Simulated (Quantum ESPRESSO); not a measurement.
**Collinear magnetic orders of NiPS3 with Quantum ESPRESSO**

Does NiPS3 prefer parallel or opposed moments?

Calculated with Quantum ESPRESSO 7.5; PBEsol; plane waves with GBRV 1.5 PBEsol potentials, no spin-orbit coupling.

**What experiment says.**

For NiPS3, monoclinic layered honeycomb (bulk crystal), “Spin wave Hamiltonian and anomalous scattering in NiPS3” (2023, arxiv:2302.07242) quotes earlier work: moment (static ordered moment per Ni) 1.05 μB [Literature value quoted in discussion; moment reduced by quantum fluctuations].

Most raw output is cut from this account.

**1. The starting structure**

Symmetry: C2/m, No. 12, monoclinic system. The conventional cell has a = 5.820 Å, b = 10.084 Å, c = 6.896 Å, α = 90.00°, β = 106.22°, γ = 90.00°. Nearest to Ni lie 6 S at 2.43 to 2.44 Å. P has 3 S at 2.06 Å and 1 P at 2.18 Å nearest. S has 1 P at 2.06 Å and 2 Ni at 2.43 to 2.44 Å nearest. Nearest to S lie 1 P at 2.06 Å and 2 Ni at 2.44 Å. Farther neighbours and most contacts between anions are not listed.

The cell comes from Materials Project 2023-11-01, a database of computed structures, and need not be the stable phase.

**2. Run 1 (ferro ++)**

The signs are those of the starting moments on the seeded atoms, the atoms that are given a moment.

pw.in

```
&CONTROL
  calculation = 'scf'
  prefix = 'pwscf'
  outdir = './tmp'
  pseudo_dir = './pseudo'
  disk_io = 'nowf'
/
&SYSTEM
  ibrav = 0
  celldm(1) = 8
  nat = 10
  ntyp = 3
  ecutwfc = 40
  ecutrho = 280
  nbnd = 57
  occupations = 'smearing'
  smearing = 'fd'
  degauss = 0.00367493
  nspin = 2
  starting_magnetization(1) = 0.1111
  starting_magnetization(2) = 0
  starting_magnetization(3) = 0
/
&ELECTRONS
  conv_thr = 2d-08
  electron_maxstep = 150
  mixing_beta = 0.3
/
ATOMIC_SPECIES
Ni     58.6934 ni_pbesol_v1.4.uspp.F.UPF
P      30.9738 p_pbesol_v1.5.uspp.F.UPF
S      32.0600 s_pbesol_v1.4.uspp.F.UPF
CELL_PARAMETERS alat
   0.6873347292854   -1.1910048505765    0.0000000000000
   0.6873347292854    1.1910048505765    0.0000000000000
  -0.4550299881378    0.0000000000000    1.5640861566726
ATOMIC_POSITIONS crystal
Ni      0.3331320000    0.6668680000    0.0000000000
Ni      0.6668680000    0.3331320000    0.0000000000
P       0.0552140000    0.0552140000    0.1648810000
P       0.9447860000    0.9447860000    0.8351190000
S       0.0762910000    0.4220480000    0.2292310000
S       0.5779520000    0.9237090000    0.7707690000
S       0.2695210000    0.2695210000    0.7706540000
S       0.7304790000    0.7304790000    0.2293460000
S       0.4220480000    0.0762910000    0.2292310000
S       0.9237090000    0.5779520000    0.7707690000
K_POINTS automatic
4 4 4 0 0 0
```

On the command line:

```console
$ OMP_NUM_THREADS=1 mpirun -n 4 pw.x -nk 4 -in pw.in > pw.out
```

It took 4 min on 4 MPI ranks of Arm Neoverse V2, shared host; peak memory 1.1 GiB; 16 min of CPU time.

Spin moment in the atom's sphere by atom:

```csv
atom,spin moment in the atom's sphere (μB)
Ni1,0.450
Ni2,0.450
P3,0.003
P4,0.003
S5,0.028
S6,0.028
S7,0.028
S8,0.028
S9,0.028
S10,0.028
```

This step gave:

```yaml
smearing_term_ts: 0.06299 eV
magnetization: 1.224 μB
absolute_magnetization: 1.301 μB
final_state: ferromagnetic
```

**3. Start 2: antiferro +−**

Changes to pw.in since step 2:

```diff
@@ -11,6 +11,6 @@
   nat = 10
-  ntyp = 3
+  ntyp = 4
   ecutwfc = 40
   ecutrho = 280
-  nbnd = 57
+  nbnd = 55
   occupations = 'smearing'
@@ -20,4 +20,5 @@
   starting_magnetization(1) = 0.1111
-  starting_magnetization(2) = 0
+  starting_magnetization(2) = -0.1111
   starting_magnetization(3) = 0
+  starting_magnetization(4) = 0
 /
@@ -29,3 +30,4 @@
 ATOMIC_SPECIES
-Ni     58.6934 ni_pbesol_v1.4.uspp.F.UPF
+Ni1    58.6934 ni_pbesol_v1.4.uspp.F.UPF
+Ni2    58.6934 ni_pbesol_v1.4.uspp.F.UPF
 P      30.9738 p_pbesol_v1.5.uspp.F.UPF
@@ -37,4 +39,4 @@
 ATOMIC_POSITIONS crystal
-Ni      0.3331320000    0.6668680000    0.0000000000
-Ni      0.6668680000    0.3331320000    0.0000000000
+Ni1     0.3331320000    0.6668680000    0.0000000000
+Ni2     0.6668680000    0.3331320000    0.0000000000
 P       0.0552140000    0.0552140000    0.1648810000
```

It took 2.6 min on 4 MPI ranks; peak memory 1.1 GiB; 10 min of CPU time.

Spin moment in the atom's sphere by atom:

```csv
atom,spin moment in the atom's sphere (μB)
Ni1,1.08
Ni2,-1.08
P3,0.00
P4,0.00
S5,0.00
S6,0.00
S7,0.00
S8,0.00
S9,0.00
S10,0.00
```

This step gave:

| Item | Value |
| --- | --- |
| smearing term TS | 0.001118 eV |
| magnetization | 0 μB |
| absolute magnetization | 2.925 μB |
| final state | antiferromagnetic |

**4. Ranking**

An order is kept where moments of 0.15 μB or more survive with the typed signs; meshes match where a doubled cell samples the same k points as the first cell.

Orders:

```csv
start,final state,typed order kept,energy over the lowest (meV a seeded atom),largest site moment (μB),net moment (μB a cell of the first run),mesh matched,CPU time (s)
ferro ++,ferromagnetic,yes,141.7,0.4504,1.224,yes,954.9
antiferro +-,antiferromagnetic,yes,0,1.078,0,yes,620.4
```

**5. Outcome**

```
lowest state found      : antiferromagnetic (from antiferro +-)
largest site moment     : 1.08 μB
next state with moments : ferromagnetic, 142 meV a seeded atom higher
```

What this shows: Only these 2 starts were compared; other wavevectors, canted and longer-period orders were not. A computed site moment is spin alone and hangs on the region that is counted: the program's spheres do not touch and miss the tail of the moment. Measured moments hold any orbital part as well, and belong to the order of the sample, which need not be the order of this run. No Hubbard term acts here. In such compounds local and semilocal functionals without one often delocalise the d electrons, and can shrink or lose moments and miss the size, sign and order of the couplings.

Calculation against experiment:

| quantity | measured | in the sphere |
| --- | --- | --- |
| moment (Ni) (μB) | 1.05 | 1.08 (+2.7 %) |

Measured values from arxiv:2302.07242 (2023).

**Verdict.** The moment is off by +2.7 %. No cell relaxation is part of this session.

[Logs and program files are shortened in this print: banners, set-up blocks, solver, clock and traceback lines can be left out without a mark of their own.]

[Logs are printed without paths, hosts, clocks, repeated set-up lines and the standing remarks that a program may print on its own settings, such as how far it seeks lower states.]

[Hosts, paths, dates, database ids (printed as entryN), source tags and the programs' standing remarks are cut or masked in the printed files.]

[Where a cell is said to come from a database of computed structures, the database is the Materials Project.]
